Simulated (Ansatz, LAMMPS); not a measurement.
# Site preference of Zn in place of Ga in amorphous Ga2O3 (95 atoms), part 3 of 3

Aim: make Zn in place of Ga at several sites of amorphous Ga2O3 (95 atoms), relax each, and compare their energies.

Ansatz 0.2.0; Kohn-Sham DFT, PBE, PAW (set soft_2), plane waves.

The cell: 38 Ga and 57 O. The quench rate of 50 K/ps far exceeds what a furnace or splat quench reaches. The network of bonds at the start is that of the classical potential that made the cell. Only the Γ point is sampled, in a cell whose shortest periodic width is 11 Å.

So far. Step 3 (Relaxation): The relaxation converged after 25 steps, 8.28 eV below its start, with a largest force component of 0.028 eV/Å. Step 5 (Zn on a site of Ga, site Ga7): The relaxation converged after 6 steps, 0.203 eV below its start, with a largest force component of 0.045 eV/Å.

### 5. Zn on a site of Ga, site Ga7 (continued)

Local excerpt of 10 atoms (numbers count through the whole input) about the Zn atom, after relaxation; x, y, z are measured from there.

| atom | x | y | z | distance (Å) | bonds | moment (μB) |
| --- | --- | --- | --- | --- | --- | --- |
| Zn7 | 0.00 | 0.00 | 0.00 | 0.00 | 4 | 0.07 |
| O41 | -0.53 | -0.61 | -1.78 | 1.95 | 3 | 0.08 |
| O40 | 1.59 | 0.40 | 1.07 | 1.96 | 4 | 0.07 |
| O77 | -1.03 | 1.67 | -0.37 | 2.00 | 3 | 0.31 |
| O74 | 0.16 | -1.90 | 0.87 | 2.09 | 3 | 0.06 |
| O54 | -0.70 | 0.17 | 2.43 | 2.53 | 3 | 0.00 |
| O61 | 1.52 | 1.88 | -1.34 | 2.77 | 3 | 0.03 |
| O85 | 2.43 | -1.18 | -1.16 | 2.94 | 3 | 0.00 |
| Ga30 | -1.60 | -2.45 | 0.53 | 2.97 | 4 | 0.00 |
| Ga38 | 2.07 | 2.26 | 0.39 | 3.09 | 5 | 0.00 |

The column of bonds counts only the pairs O-Ga within 2.33 Å, O-Zn within 2.33 Å; other neighbours, such as metal atoms beside each other in a compound, aren't counted, and periodic images can show an atom twice.

The largest move is 0.16 Å, by O74.

### 6. Zn on a site of Ga, site Ga17

The site has 6 bonded neighbours (O6) at 2.04 Å on average. 

Input and log are left out; they have the form of those shown for this kind of step.

Run time: 2.4 min. Hardware: 4 threads of Intel Xeon Platinum 8488C (Sapphire Rapids), shared host; peak memory 3.5 GiB; 9.5 min of CPU time.

The relaxation converged after 4 steps, 0.182 eV below its start, with a largest force component of 0.049 eV/Å.

Local excerpt of 13 atoms (numbers count through the whole input) about the Zn atom, after relaxation; x, y, z are measured from there.

| atom | x | y | z | distance (Å) | bonds | moment (μB) |
| --- | --- | --- | --- | --- | --- | --- |
| Zn17 | 0.00 | 0.00 | 0.00 | 0.00 | 6 | 0.10 |
| O77 | 0.10 | -1.66 | -1.13 | 2.01 | 3 | 0.26 |
| O95 | -0.98 | -0.41 | 1.74 | 2.04 | 3 | 0.08 |
| O51 | -1.69 | 0.74 | -1.04 | 2.12 | 3 | 0.00 |
| O58 | 1.06 | 0.83 | -1.65 | 2.13 | 3 | 0.07 |
| O86 | 1.81 | -0.73 | 0.94 | 2.16 | 4 | 0.04 |
| O84 | 0.61 | 1.65 | 1.26 | 2.16 | 3 | 0.16 |
| Ga25 | 2.35 | 0.95 | 1.65 | 3.02 | 4 | 0.00 |
| Ga34 | 0.99 | -0.70 | -2.82 | 3.07 | 5 | 0.00 |
| Ga36 | -0.17 | 0.94 | 2.93 | 3.08 | 5 | 0.00 |
| Ga16 | -1.20 | -2.21 | 1.94 | 3.18 | 4 | 0.00 |
| Ga13 | -2.01 | 2.44 | -0.49 | 3.20 | 4 | 0.00 |
| Ga27 | 1.27 | 2.61 | -1.34 | 3.20 | 4 | 0.00 |

The column of bonds counts only the pairs O-Ga within 2.33 Å, O-Zn within 2.50 Å; other neighbours, such as metal atoms beside each other in a compound, aren't counted, and periodic images can show an atom twice.

The largest move is 0.10 Å, by O51.

### 7. Zn on a site of Ga, site Ga38

The site has 5 bonded neighbours (O5) at 1.99 Å on average. 

Input and log are left out; they have the form of those shown for this kind of step.

Elapsed: 8.6 min, on 4 threads of Intel Xeon Platinum 8488C (Sapphire Rapids), shared host; peak memory 3.5 GiB; 34 min of CPU time.

The relaxation converged after 13 steps, 0.316 eV below its start, with a largest force component of 0.047 eV/Å.

### 8. Zn on a site of Ga, site Ga19

The site has 4 bonded neighbours (O4) at 1.87 Å on average. 

Input and log are left out; they have the form of those shown for this kind of step.

Elapsed: 5.1 min, on 4 threads of Intel Xeon Platinum 8488C (Sapphire Rapids), shared host; peak memory 3.5 GiB; 20 min of CPU time.

The relaxation converged after 9 steps, 0.299 eV below its start, with a largest force component of 0.047 eV/Å.

A closer look about the Zn atom, after relaxation: 11 atoms, nearest first, numbered in the order of the input, with positions taken from that point.

| atom | x | y | z | distance (Å) | bonds | moment (μB) |
| --- | --- | --- | --- | --- | --- | --- |
| Zn19 | 0.00 | 0.00 | 0.00 | 0.00 | 4 | 0.05 |
| O46 | -1.38 | -1.11 | -0.64 | 1.88 | 3 | 0.10 |
| O43 | 0.29 | 1.33 | 1.36 | 1.92 | 3 | 0.04 |
| O49 | 1.71 | -0.57 | -0.72 | 1.94 | 3 | 0.07 |
| O91 | -1.06 | 1.66 | -0.94 | 2.18 | 4 | 0.02 |
| O64 | 0.24 | -1.39 | 2.44 | 2.82 | 3 | 0.00 |
| Ga3 | -0.70 | 2.81 | 0.66 | 2.97 | 5 | 0.00 |
| Ga37 | -2.50 | 0.24 | -1.75 | 3.06 | 6 | 0.00 |
| Ga5 | -0.28 | 0.47 | 3.01 | 3.06 | 5 | 0.00 |
| Ga31 | 1.59 | -0.48 | -2.57 | 3.06 | 4 | 0.00 |
| Ga23 | 3.04 | 0.65 | 0.07 | 3.11 | 5 | 0.00 |

The column of bonds counts only the pairs O-Ga within 2.43 Å, O-Zn within 2.20 Å; other neighbours, such as metal atoms beside each other in a compound, aren't counted, and periodic images can show an atom twice.

The largest move is 0.25 Å, by O55.

### 9. Zn on a site of Ga, site Ga14

The site has 5 bonded neighbours (O5) at 1.98 Å on average. 

Input and log are left out; they have the form of those shown for this kind of step.

The job ended after 8.3 min (4 threads of Intel Xeon Platinum 8488C (Sapphire Rapids), shared host; peak memory 3.5 GiB).

The relaxation converged after 11 steps, 0.626 eV below its start, with a largest force component of 0.035 eV/Å.

### 10. Zn on a site of Ga, site Ga25

The site has 4 bonded neighbours (O4) at 1.90 Å on average. 

Input and log are left out; they have the form of those shown for this kind of step.

Run time: 3.2 min. Hardware: 4 threads of Intel Xeon Platinum 8488C (Sapphire Rapids), shared host; peak memory 3.5 GiB.

The relaxation converged after 5 steps, 0.352 eV below its start, with a largest force component of 0.048 eV/Å.

### 11. The sites compared

All these cells hold the same atoms, so their energies can be compared with no chemical potential.

| site | neighbours | mean distance (Å) | atoms within 6 Å | energy over the best site (eV) | before relaxation (eV) | gain on relaxing (eV) | moment (μB) |
| --- | --- | --- | --- | --- | --- | --- | --- |
| Ga14 | O5 | 1.98 | 65 | 0.00 | 0.29 | 0.63 | 1.0 |
| Ga25 | O4 | 1.90 | 64 | 0.03 | 0.04 | 0.35 | 1.0 |
| Ga7 | O4 | 1.92 | 73 | 0.14 | 0.00 | 0.20 | 1.0 |
| Ga38 | O5 | 1.99 | 65 | 0.16 | 0.14 | 0.32 | 1.0 |
| Ga19 | O4 | 1.87 | 66 | 0.31 | 0.27 | 0.30 | 1.0 |
| Ga17 | O6 | 2.04 | 69 | 0.41 | 0.25 | 0.18 | 1.0 |

Neighbours are those of the relaxed host within 2.33 Å (O-Ga); other pairs aren't counted.

### 12. Findings

The cheapest site is Ga14 (5 neighbours, O5); the dearest, Ga17 (6 neighbours, O6), costs 0.41 eV more. By coordination the energies over the best site are 0.03 to 0.31 eV with 4 neighbours, 0.00 to 0.16 eV with 5 neighbours and 0.41 eV with 6 neighbours. Relaxation changes the order: the best site before relaxing was Ga7.

Caveats: Defects are neutral and interact with their images. The reference ran with fixed occupations, but 6 of the 6 defect cells with fermi-dirac smearing of 0.025 eV, spin polarised. In a disordered cell the relaxation can also rearrange atoms far from the site. In the spin-polarised runs the search for a state of lower energy was switched off. Only 6 of the 38 Ga sites were tried; unless symmetry makes the others alike to these, a cheaper one may exist. A local or semilocal functional tends to spread out the unpaired spin of such defects. The stress is far from hydrostatic: its diagonal is 0.1, -1.9, -3.4 GPa, compression counted positive. The pressure of -1.7 GPa shows the cell to be stretched for this functional.

The DFT runs together took 35 min of wall time.

[Hosts, paths, dates, database ids (printed as entryN), source tags and the programs' standing remarks are cut or masked in the printed files.]
